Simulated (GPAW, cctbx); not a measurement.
## PRhW: what bonding does to one electron reflection, worked out

PRhW, P-62m (no. 189), a = 6.0530 Å, b = 6.0530 Å, c = 3.9526 Å, α = 90.00°, β = 90.00°, γ = 120.00°.

```csv
atom,mult.,x,y,z
W1,3,0.5997,0.5997,1/2
Rh1,3,0.2670,0.2670,0
P1,1,0,0,1/2
P2,2,2/3,1/3,0
```

The start was made by putting kin elements into a known structure type; the compound need not exist, or be stable, in this form.

A DFT run (GPAW, PBE, 450 eV, 6×5×5 k-points (along the axes of the calculation cell), Fermi–Dirac width 0.1 eV) gives the static X-ray structure factor of 101 as 47.796 e for the conventional cell; superposed free atoms give 48.082 e. **Problem.** Find the Fourier component V of the crystal potential and the two-beam extinction distance at 200 kV in both cases.

**1. Geometry**

The cell volume is Ω = 125.41 Å³ and d(101) = 3.1560 Å, so g = 1/d = 0.3169 Å⁻¹.

**2. The nuclei**

Electrons feel nuclei as well as electrons, so the nuclear charges are summed with the same phases.

Phase sums Σ exp(2πi h·x), turned so that the total is real and positive: W +0.620, Rh +0.787, P -2.000. Then F_Z = 74 × (+0.620) + 45 × (+0.787) + 15 × (-2.000) = 51.32 e. The electron term has the same sign for this reflection.

**3. Mott–Bethe**

Poisson's equation, term by term, gives V = (e/4πε₀)(F_Z − F)/(πΩg²), with e/4πε₀ = 14.3996 V Å.

The prefactor is 14.3996 × 3.1560²/(π × 125.41) = 0.36402 V per electron. Free atoms: (51.32 − 48.082) × 0.36402 = 1.178 V. Crystal: (51.32 − 47.796) × 0.36402 = 1.282 V. F changes by -0.59 % and V by +8.8 %: the same 0.29 e is measured against F_Z − F = 3.2 e in place of F = 48.1 e.

**4. Extinction distance**

In the two-beam case ξ = 1/(λU) with U = 2γm₀eV/h², that is ξ = 150.41 V Å²/(γλV).

At 200 kV, λ = 0.02508 Å and γ = 1.3914. Free atoms: ξ = 3660 Å. Crystal: ξ = 3363 Å. The thickness fringes go as sin²(πt/ξ), so the two patterns slip by a quarter of a period when t|1/ξ₁ − 1/ξ₀| = 1/4, at t ≈ 1035 nm, thicker than usual samples. Thermal motion, absorption and many-beam coupling, left out here, change a real pattern.

**5. Answer**

V(101) is 1.28 V against 1.18 V, and ξ is 3363 against 3660 Å. Limits: static atoms, two beams.

[Outputs are excerpts: Python notices, other lines and further rows are left out; steps that failed or that the build refused (PBEsol, TPSS) are not shown.]

[Logs are printed without paths, hosts, clocks, repeated set-up lines and the standing remarks that a program may print on its own settings, such as how far it seeks lower states.]
